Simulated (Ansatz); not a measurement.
**Lattice dynamics of NaSnI3 (model cell, started as cubic perovskite with Sn in the octahedra)**

Wanted: vibrations and spectra of NaSnI3 (model cell, started as cubic perovskite with Sn in the octahedra); the cell is already relaxed.

Calculated with Ansatz 0.2.0; DFT LDA, scalar-relativistic, plane waves, PAW.

The structure was built from a prototype and need not be the compound's stable phase.

## (1) Starting point

It takes space group Pm-3m (No. 221, cubic). The conventional cell has a = 6.010 Å, b = 6.010 Å, c = 6.010 Å, α = 90.00°, β = 90.00°, γ = 90.00°. Nearest to Na lie 12 I at 4.25 Å. Nearest to Sn lie 6 I at 3.01 Å. I has 2 Sn at 3.01 Å nearest. Farther neighbours and most contacts between anions are not listed.

## (2) Modes at Γ

The cell comes from relaxations at this level that are not shown. The zone centre is the only wavevector solved here; it holds the modes that light can see, as far as symmetry allows. No field response is asked, since the mesh shows no gap.

Contents of input.yaml:

```yaml
crystal:
  lattice:
    - [6.0100029661, 0.0, 0.0]
    - [0.0, 6.0100029661, 0.0]
    - [0.0, 0.0, 6.0100029661]
  atoms:
    - { symbol: Na, position: [0.0, 0.0, 0.0] }
    - { symbol: Sn, position: [0.5, 0.5, 0.5] }
    - { symbol: I, position: [0.5, 0.5, 0.0] }
    - { symbol: I, position: [0.5, 0.0, 0.5] }
    - { symbol: I, position: [0.0, 0.5, 0.5] }
kpoints:
  mp_grid: { grid: [6, 6, 6] }
hamiltonian:
  xc: lda
scf:
  occupations: { method: methfessel_paxton, width: 0.15 }
output:
  eigenvalues: true
phonons:
  method: dfpt
```

Run with:

```bash
$ ansatz run input.yaml --threads 8 --pin off --max-ram 14336MiB --backend cpu --events-out ev --progress --plain --runs-dir out
```

Numbers of over 12 decimals in the logs are rounded to 6 here.

Log:

```text
zone centre: on kpoints.mp_grid the ground state, and the responses unless they are solved on pairs of k-points, stand on 64 of the mesh's 216 k-points, reduced under 8 symmetry operations, with k and −k counted as one. Each operation leaves every solved displacement unchanged or reverses it
Engine: ansatz 0.2.0, aarch64-unknown-linux-gnu
Pseudopotentials: kind: paw
Pseudopotential: Na, paw, valence charge 9, recommended cutoff 420 eV (normal), Na.paw.azcp
Pseudopotential: Sn, paw, valence charge 14, recommended cutoff 420 eV (normal), Sn.paw.azcp
Pseudopotential: I, paw, valence charge 17, recommended cutoff 420 eV (normal), I.paw.azcp
Functional definition: SPW92
  exchange = slater_x
  correlation = pw_c
Crystal: 5 atoms, lattice volume = 217.082 Å³
Basis set: ecut = 420 eV, 4169 PW (Γ), exchange–correlation on 90×90×90 points (8 copies of the dense FFT grid, shifted against one another)
Bands: 45, of which v1, the nominal top of the filled ones, is band 37 counted from 1 (36 counted from 0)
Symmetry: 48 space group operations
k-points: 64 of 216 (irreducible under 8 space group operations)
Non-local potential: Na, projectors of the file, l = 0: 3, l = 1: 2, l = 2: 1
Non-local potential: Sn, projectors of the file, l = 0: 2, l = 1: 2, l = 2: 2, l = 3: 2
Non-local potential: I, projectors of the file, l = 0: 2, l = 1: 2, l = 2: 2, l = 3: 2
PAW form: soft (Blöchl's): semilocal exchange-correlation on the pseudo side does not see the compensation charge
PAW frozen core: Na, regenerated for the run's functional, and the local potential with it (the file was generated under x = pbe(κ = 0.804, μ = 0.219515), c = pbe(β = 0.066725))
PAW frozen core: Sn, regenerated for the run's functional, and the local potential with it (the file was generated under x = pbe(κ = 0.804, μ = 0.219515), c = pbe(β = 0.066725))
PAW frozen core: I, regenerated for the run's functional, and the local potential with it (the file was generated under x = pbe(κ = 0.804, μ = 0.219515), c = pbe(β = 0.066725))
PAW one-centre angular grid: Na, 110 points (default); XC on 64 Gauss nodes
PAW one-centre angular grid: Sn, 590 points (default); XC on 64 Gauss nodes
PAW one-centre angular grid: I, 590 points (default); XC on 64 Gauss nodes
Initial density: superposition of atomic densities (neutral atoms: chi_scale 0, normalization atom), corrected by the library's trained network
Initial wavefunctions: pseudopotential atomic-orbital guess
Functional: x = slater, c = lda
SCF iter   1: F=—  HF=-29416.560941 eV  |F-HF|=—  |Δ(HF+E_count)|=         —  Δρ=4.53e-3  dr2=1.74e-2  ethr=1.77e-3  ⟨swp⟩=8.5  Hψ=12420  notcnv=0
preconditioner: auto → Resta (q_TF=auto, 2.280 Å⁻¹)  ε∞=3.0  [insulator: Δε(μ)=0.151 eV  Ē_g=9.047 eV  σ=0.150 eV  W_gap=0.53  n_scr=32 (ndim 8)  ℏωp=12.9 eV  f_vac=0.257  D(μ)=0.20/eV (n_scr^D=0)  ε∞_Penn≈3.0]
SCF iter   2: F=—  HF=-29416.554505 eV  |F-HF|=—  |Δ(HF+E_count)|=   6.44e-3  S|Δr|=    0.00e0  Δρ=1.95e-3  dr2=3.76e-3  ethr=2.35e-5  ⟨swp⟩=2.1  Hψ=5547  notcnv=0
SCF iter   3: F=—  HF=-29416.554227 eV  |F-HF|=—  |Δ(HF+E_count)|=   2.78e-4  S|Δr|=    0.00e0  Δρ=4.36e-4  dr2=3.54e-4  ethr=5.09e-6  ⟨swp⟩=2.1  Hψ=3392  notcnv=0
SCF iter   4: F=—  HF=-29416.554302 eV  |F-HF|=—  |Δ(HF+E_count)|=   7.49e-5  S|Δr|=    0.00e0  Δρ=9.61e-5  dr2=3.77e-5  ethr=4.79e-7  ⟨swp⟩=2.4  Hψ=4220  notcnv=0
SCF iter   5: F=—  HF=-29416.554305 eV  |F-HF|=—  |Δ(HF+E_count)|=   3.31e-6  S|Δr|=    0.00e0  Δρ=2.98e-5  dr2=4.68e-6  ethr=5.09e-8  ⟨swp⟩=2.0  Hψ=5143  notcnv=0
SCF iter   6: F=—  HF=-29416.554278 eV  |F-HF|=—  |Δ(HF+E_count)|=   2.76e-5  S|Δr|=    0.00e0  Δρ=6.57e-6  dr2=2.16e-7  ethr=6.33e-9  ⟨swp⟩=2.0  Hψ=4093  notcnv=0
SCF iter   7: F=—  HF=-29416.554278 eV  |F-HF|=—  |Δ(HF+E_count)|=   4.25e-8  S|Δr|=    0.00e0  Δρ=1.98e-6  dr2=1.71e-8  ethr=2.91e-10  ⟨swp⟩=2.0  Hψ=3996  notcnv=0
SCF iter   8: F=—  HF=-29416.554278 eV  |F-HF|=—  |Δ(HF+E_count)|=   2.36e-9  S|Δr|=    0.00e0  Δρ=4.34e-7  dr2=5.99e-10  ethr=2.31e-11  ⟨swp⟩=2.0  Hψ=5065  notcnv=0
SCF iter   9: F=—  HF=-29416.554278 eV  |F-HF|=—  |Δ(HF+E_count)|=  9.46e-11  S|Δr|=    0.00e0  Δρ=9.52e-8  dr2=2.94e-11  ethr=1.00e-12  ⟨swp⟩=2.0  Hψ=5071  notcnv=0
SCF iter  10: F=-29416.554278 eV  HF=-29416.554278 eV  |F-HF|=3.64e-12  |Δ(HF+E_count)|=  2.18e-11  S|Δr|=    0.00e0  Δρ=2.19e-8  dr2=1.98e-12  ethr=1.00e-12  ⟨swp⟩=13.4  Hψ=14991  notcnv=0
SCF 1 converged in 10 iterations: F = -29416.554278 eV  dr2 = 1.98e-12
  greatest PAW one-centre occupation: 1.000 electrons in one spin orbital (limit 2), on the I atom at site 2 (counted from 0), in its partial waves of l = 2
DFPT response loops at Γ: preconditioner auto → none (partly filled bands, converged f_vac=0.244); β = 0.50; Broyden in place of MSR1
SCF converged after 10 iterations
Stability not checked: this state was not tested for a lower state beside it, because cold or Methfessel-Paxton smearing, or corrected tetrahedra, fill the levels in a way that the test cannot read (fill_not_monotonic; see scf.lower_state_search)
Free energy (F): -29416.554278 eV
Harris-Foulkes:  -29416.554278 eV  (|F-HF|=3.64e-12)
Internal energy: -29416.555163 eV  (E = F + TS)
E sigma→0 (E₀):  -29416.554499 eV
Entropy (-TS):   0.000885 eV (0.177 meV/atom)
Fermi energy:    5.111316 eV
Step filling:    the computed levels leave a gap of 0.0000 eV = 0.0 smearing widths at the electron count; against every level under it full and every level over it empty, smearing changes F+E_penalty+E_count by -0.048 meV and its σ→0 estimate by -0.269 meV
--- Per-component energies (eV) ---
  E_band       = -1633.317136
  E_kinetic    = 877.258864
  E_local      = -9774.898998  (includes V_loc(G=0)·N_el)
  E_nonlocal   = -169.560686
  E_hartree    = 4808.348112
  E_xc         = -799.918483
  E_vxc        = -534.903586  (∫ρ·V_xc dr)
  E_paw        = -18215.336969  (= ΣΔE_a)
  E_vpaw       = -1647.909242  (= ΣTr[D̂ρ^β])
  E_aug_tail   = 0.000250  (compensation charges beyond the density's cutoff)
  E_ewald      = -6145.356686
  E_core_change = 2.909433  (= ΣΔE_core)
  E_smearing   = 0.000885  (= −TS)
  E_closure    = -0.000000  (closes the sum)
  Σ components = -29416.554278   (vs F -29416.554278, Δ=0.00e0)
--- Band table (eV; the first three rows and the last of 64) ---
  k-point 0: bands = [... 33 lower, 2.3562, 2.4489, 2.4489, 2.4489, 5.3347, 8.6135, 8.6135, 8.6135, ... 4 higher]
  k-point 1: bands = [... 33 lower, 2.3089, 2.4193, 2.4237, 2.4237, 5.6124, 8.4674, 8.6879, 8.7490, ... 4 higher]
  k-point 2: bands = [... 33 lower, 2.2191, 2.4240, 2.4240, 2.7189, 6.1966, 7.0545, 8.0892, 8.8731, ... 4 higher]
  k-point 63: bands = [... 33 lower, 3.0793, 3.0793, 3.0793, 5.1103, 5.1103, 5.1103, 5.2561, 5.7294, ... 4 higher]
--- Phonons (Γ-DFPT): 4 representative perturbations + reference, on 64 of 216 k-points (Σ response iterations 13) ---
  k mesh reduced under 8 symmetry operations, with k and −k counted as one. Each operation leaves every solved displacement unchanged or reverses it
  ASR residual: 2.926e-5 → 0.000e0 eV/Å²; symmetrization residual: 6.730e-6 eV/Å²
  ASR residual per site (eV/Å²): 4.96e-6 2.93e-5 7.76e-6 7.76e-6 7.76e-6
  Γ frequencies (cm⁻¹): -81.94 -81.94 -81.94 -20.16 -20.16 -20.16 0.00 0.00 0.00 31.22 31.22 31.22 92.57 92.57 92.57
  non-analytic LO–TO correction: not included (Born effective charges unavailable; polar crystals: no LO–TO splitting at Γ)
```

The job ended after 2 min (8 threads of Arm Neoverse V1, shared host; peak memory 2.4 GiB; 8.2 min of CPU time).

In the SCF lines HF is the Harris–Foulkes energy and dr2 the Hartree energy of the density residual, in eV; the loop may stop once dr2 is under the threshold and the program's other checks hold. Hψ counts applications of the Hamiltonian.

This step gave:

* volume per atom: 43.42 Å³
* gap on the k-mesh: 0 eV
* sum-rule residual before enforcement: 2.93e-5 eV/Å²
* point group: m-3m
* highest optical mode at the zone centre (no LO-TO term): 92.57 cm⁻¹
* lowest optical zone-centre mode: -81.94 cm⁻¹

Patterns of degenerate modes are one choice out of their space. The modes at Γ (shares of kinetic energy by element, %) (negative means imaginary):

```csv
mode,frequency (cm⁻¹),symmetry,Na %,Sn %,I %
1,-81.9,T1u,91,0,9
2,-81.9,T1u,91,0,9
3,-81.9,T1u,91,0,9
4,-20.2,T2u,0,0,100
5,-20.2,T2u,0,0,100
6,-20.2,T2u,0,0,100
7,0.0,acoustic,4,23,73
8,0.0,acoustic,4,23,73
9,0.0,acoustic,4,23,73
10,31.2,T1u,5,38,57
11,31.2,T1u,5,38,57
12,31.2,T1u,5,38,57
13,92.6,T1u,0,39,61
14,92.6,T1u,0,39,61
15,92.6,T1u,0,39,61
```

Displacements in mode 2 (-81.9 cm⁻¹), the largest set to 1:
```
Na1  0.00  0.16  1.00
Sn2  0.00  0.00  0.01
I3   0.00 -0.02  0.00
I4   0.00  0.00 -0.09
I5   0.00 -0.02 -0.09
```

Displacements in mode 13 (92.6 cm⁻¹), the largest set to 1:
```
Na1 -0.03  0.00  0.00
Sn2 -0.84  0.00  0.00
I3  -0.10  0.00  0.00
I4  -0.10  0.00  0.00
I5   1.00  0.00  0.00
```

Before it was imposed, the acoustic sum rule was missed by 2.9e-5 eV/Å². Small misses are needed for a sound result but don't prove that mesh and cutoff are converged. The lowest optical mode is imaginary, 81.9i cm⁻¹, so the energy falls along it.

## (3) Results

```json
{"space group (within 0.01 Å)": "Pm-3m", "volume per atom": "43.4 Å³", "electronic character": "no gap on this mesh", "highest optical mode at the zone centre (no LO-TO term)": "92.6 cm⁻¹", "lowest optical zone-centre mode": "-81.9 cm⁻¹", "imaginary modes at Γ (the only wavevector solved)": "yes"}
```

A zone-centre mode is imaginary (81.9i cm⁻¹), so this structure is not a minimum of the energy. The optical modes at Γ span -82 to 93 cm⁻¹ (negative means imaginary). No dispersion was computed. With no gap, or one that is small against the smearing, the frequencies hang on the k mesh and the smearing, most of all near Kohn anomalies. A semilocal functional can close a gap that the real compound would have, so the metallic treatment may be an artefact of the level. Spin-orbit coupling is left out, which can matter for the heavy elements here. The starting cell was built on a prototype and not taken from a measurement, so the phase need not exist. These are harmonic frequencies at zero temperature: anharmonic shifts, linewidths and thermal expansion are left out.

[Logs are printed without paths, hosts, clocks, repeated set-up lines and the standing remarks that a program may print on its own settings, such as how far it seeks lower states.]

[Hosts, paths, dates, database ids (printed as entryN), source tags and the programs' standing remarks are cut or masked in the printed files.]
